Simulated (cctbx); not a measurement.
# Accept or mend?

Cell a = 4.5870 Å, b = 13.2830 Å, c = 24.1090 Å, α = 90.00°, β = 90.00°, γ = 90.00°; space group Immm (no. 71). The compound is Sr3Co2S6.

The data are simulated with cctbx, not measured: synchrotron X-rays, λ = 0.6889 Å, to d = 0.65 Å, 70 % of the full sphere, strongest reflection 5000 counts, noise from counting, a 2 % proportional error and a noise floor of 8 counts (s.d.); no absorption, and some extinction, which the refinements don't model.

An anisotropic refinement with weights 1/σ² prints:

```text
Rint 0.121, 1628 unique reflections to 0.65 A
cycle     R1     wR2    GooF  max shift (A)
   1  0.1578  0.2744   3.410   0.00399
   2  0.0566  0.1047   1.301   0.00004
final R1 0.0566 wR2 0.1047 GooF 1.301  parameters 57  data/parameter 28.6
atom        x        y        z      Ueq    occ   su(xyz)  su(Uiso or U11)
Zr1    0.00000  0.83176  0.68072  -0.0128  1.000  0.00010  0.0004  NPD
Sr1    0.00000  0.50000  0.69105   0.0049  1.000  0.00006  0.0007
Sr2    0.50000  0.68155  0.00000   0.0057  1.000  0.00011  0.0007
Sr3    0.50000  0.00000  0.00000   0.0048  1.000  0.00000  0.0010
Co1    0.00000  0.83888  0.90112   0.0057  1.000  0.00014  0.0006
Co2    0.00000  0.50000  0.90014   0.0051  1.000  0.00009  0.0010
S1     0.00000  0.16688  0.80405   0.0065  1.000  0.00026  0.0012
S2     0.00000  0.34199  0.91494   0.0065  1.000  0.00022  0.0009
S3     0.00000  0.34855  0.59790   0.0082  1.000  0.00021  0.0011
S4     0.00000  0.00000  0.58436   0.0085  1.000  0.00018  0.0018
S5     0.00000  0.50000  0.80530   0.0072  1.000  0.00018  0.0021
S6     0.00000  0.14269  0.00000   0.0056  1.000  0.00027  0.0016
difference map: max 6.92 min -4.54 rms 0.85
Q1    0.0000  0.1845  0.3131    8    7.06  0.26 A from Zr1
Q2    0.0000  0.4470  0.0357    8    3.74  1.70 A from Co2
Q3    0.0000  0.5000  0.2337    4    3.67  0.94 A from S5
Q4    0.0000  0.2745  0.0907    8    3.30  0.91 A from S2
Q5    0.0000  0.3839  0.2493    8    3.27  2.03 A from S5
Q6    0.0000  0.0792  0.0000    4    3.18  0.84 A from S6
```

**Question.** Can this result stand? If not, what is the likely fault?

Mend it. The fault: wrong element: Zr1 is Sr. Against the right model at the same level, R1 goes from 0.0406 to 0.0566 and GooF from 0.93 to 1.30, U of Zr1 shrinks from 0.0035 to -0.0128 Å², U of Co1 swells from 0.0032 to 0.0057 Å² and Zr1 goes non-positive-definite. Zr1 has 2 electrons too many, yet its U moves the other way: dispersion, the scale or a false minimum can outweigh the electron count.

The compound is Sr3Co2S6. The right model at the same level gives:

```text
Rint 0.121, 1628 unique reflections to 0.65 A
cycle     R1     wR2    GooF  max shift (A)
   1  0.0413  0.0764   0.949   0.00244
   2  0.0406  0.0747   0.929   0.00000
final R1 0.0406 wR2 0.0747 GooF 0.929  parameters 57  data/parameter 28.6
atom        x        y        z      Ueq    occ   su(xyz)  su(Uiso or U11)
Sr1    0.00000  0.83160  0.68076   0.0035  1.000  0.00007  0.0003
Sr2    0.00000  0.50000  0.69123   0.0034  1.000  0.00004  0.0005
Sr3    0.50000  0.68171  0.00000   0.0038  1.000  0.00008  0.0005
Sr4    0.50000  0.00000  0.00000   0.0025  1.000  0.00000  0.0007
Co1    0.00000  0.83872  0.90119   0.0032  1.000  0.00010  0.0004
Co2    0.00000  0.50000  0.90020   0.0027  1.000  0.00007  0.0007
S1     0.00000  0.16692  0.80406   0.0039  1.000  0.00018  0.0008
S2     0.00000  0.34215  0.91491   0.0041  1.000  0.00016  0.0007
S3     0.00000  0.34843  0.59786   0.0058  1.000  0.00015  0.0008
S4     0.00000  0.00000  0.58444   0.0060  1.000  0.00013  0.0013
S5     0.00000  0.50000  0.80521   0.0056  1.000  0.00013  0.0015
S6     0.00000  0.14273  0.00000   0.0027  1.000  0.00019  0.0011
difference map: max 3.55 min -3.71 rms 0.79
Q1    0.0000  0.0000  0.0390    4    3.57  2.12 A from S6
Q2    0.0000  0.0273  0.4807    8    3.48  1.61 A from S4
Q3    0.0000  0.0656  0.0293    8    3.47  1.24 A from S6
Q4    0.0000  0.2593  0.0837    8    3.36  1.10 A from S2
Q5    0.0000  0.2918  0.3572    8    3.30  1.32 A from S3
Q6    0.0000  0.4479  0.0359    8    3.10  1.69 A from Co2
```

Isotropic U is held between 0.0001 and 1 Å² by the program, and listed peak heights are interpolated, so they can pass the grid's maximum.

The model was made for the exercise: a known structure type with other elements put in, its volume estimated, not relaxed; displacement parameters are assumed.

[Middle refinement cycles are left out of these outputs.]

[Logs are printed without paths, hosts, clocks, repeated set-up lines and the standing remarks that a program may print on its own settings, such as how far it seeks lower states.]
